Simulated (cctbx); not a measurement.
**Interatomic vectors of LaCr4Ga2**

Space group P4/nbm (no. 125, origin choice 1), a = 5.6840 Å, b = 5.6840 Å, c = 7.1820 Å, α = 90.00°, β = 90.00°, γ = 90.00°, content La2 Ga4 Cr8.

The data are simulated with cctbx, not measured: Mo Kα, λ = 0.71073 Å, to d = 0.8 Å, 50 % of the full sphere, strongest reflection 40000 counts, noise from counting, a 3 % proportional error and a noise floor of 2 counts (s.d.); no absorption.

Patterson synthesis, origin scaled to 1000:

```text
Patterson group P 4/m m m
      u       v       w   height  length (A)
  0.000   0.000   0.000   1000.0     0.00
  0.500   0.500   0.000    769.7     4.02
  0.000   0.500   0.160    475.5     3.07
  0.500   0.500   0.307    197.5     4.58
  0.186   0.186   0.351    163.9     2.93
  0.318   0.318   0.350    155.4     3.58
  0.186   0.315   0.500    146.7     4.15
  0.121   0.500   0.000    106.3     2.92
  0.000   0.000   0.314     84.9     2.26
  0.178   0.321   0.201     53.8     2.54
  0.000   0.371   0.293     38.9     2.98
  0.366   0.366   0.000     28.4     2.94
  0.068   0.199   0.000     -4.4     1.20
  0.000   0.121   0.130     -6.6     1.16
```

**Question.** Which atom pairs make the peaks, and where is the heaviest atom?

A peak at u stands for all pairs with xi − xj = u, with weight Σ ZiZj against Σ Z² = 14950 at the origin. Peak heights follow these weights only roughly, since form factors, motion and series ripples differ, all vectors within 0.55 Å of a peak are counted as merged into it though the farther ones add only part of their weight, and F(000) is left out, which lowers the whole map:

| u | v | w | shortest length (Å) | height | 1000 ΣZiZj/ΣZ² | pairs in the cell |
| --- | --- | --- | --- | --- | --- | --- |
| 0.500 | 0.500 | 0.000 | 4.02 | 770 | 692 | 2 × La–La, 4 × Ga–Ga |
| 0.000 | 0.500 | 0.160 | 3.07 | 476 | 473 | 4 × La–Ga |
| 0.500 | 0.500 | 0.307 | 4.58 | 198 | 283 | 4 × Cr–Cr, 2 × Ga–Ga |
| 0.186 | 0.186 | 0.351 | 2.93 | 164 | 183 | 2 × La–Cr |
| 0.318 | 0.318 | 0.350 | 3.59 | 155 | 183 | 2 × La–Cr |
| 0.186 | 0.315 | 0.500 | 4.15 | 147 | 199 | 4 × Ga–Cr |
| 0.121 | 0.500 | 0.000 | 2.92 | 106 | 154 | 4 × Cr–Cr |
| 0.000 | 0.000 | 0.314 | 2.26 | 85 | 129 | 2 × Ga–Ga |
| 0.178 | 0.321 | 0.201 | 2.54 | 54 | 100 | 2 × Ga–Cr |

The table stops at ten peaks or at a height of 45, below which ripples compete. In the model behind the data La, the heaviest element, has 1 independent site: (0, 1/2, 0), up to an allowed shift of origin; the La–La vectors are differences of these positions and their symmetry mates. The whole model:

```
atom  mult.       x       y       z  Ueq (Å²)
 La1      2       0     1/2       0    0.0122
 Ga1      4     1/2     1/2  0.8395    0.0223
 Cr1      8  0.3128  0.1872  0.6501    0.0229
```

The model was made for the exercise: a known structure type with other elements put in, its volume estimated, not relaxed; displacement parameters are assumed.

[Logs are printed without paths, hosts, clocks, repeated set-up lines and the standing remarks that a program may print on its own settings, such as how far it seeks lower states.]
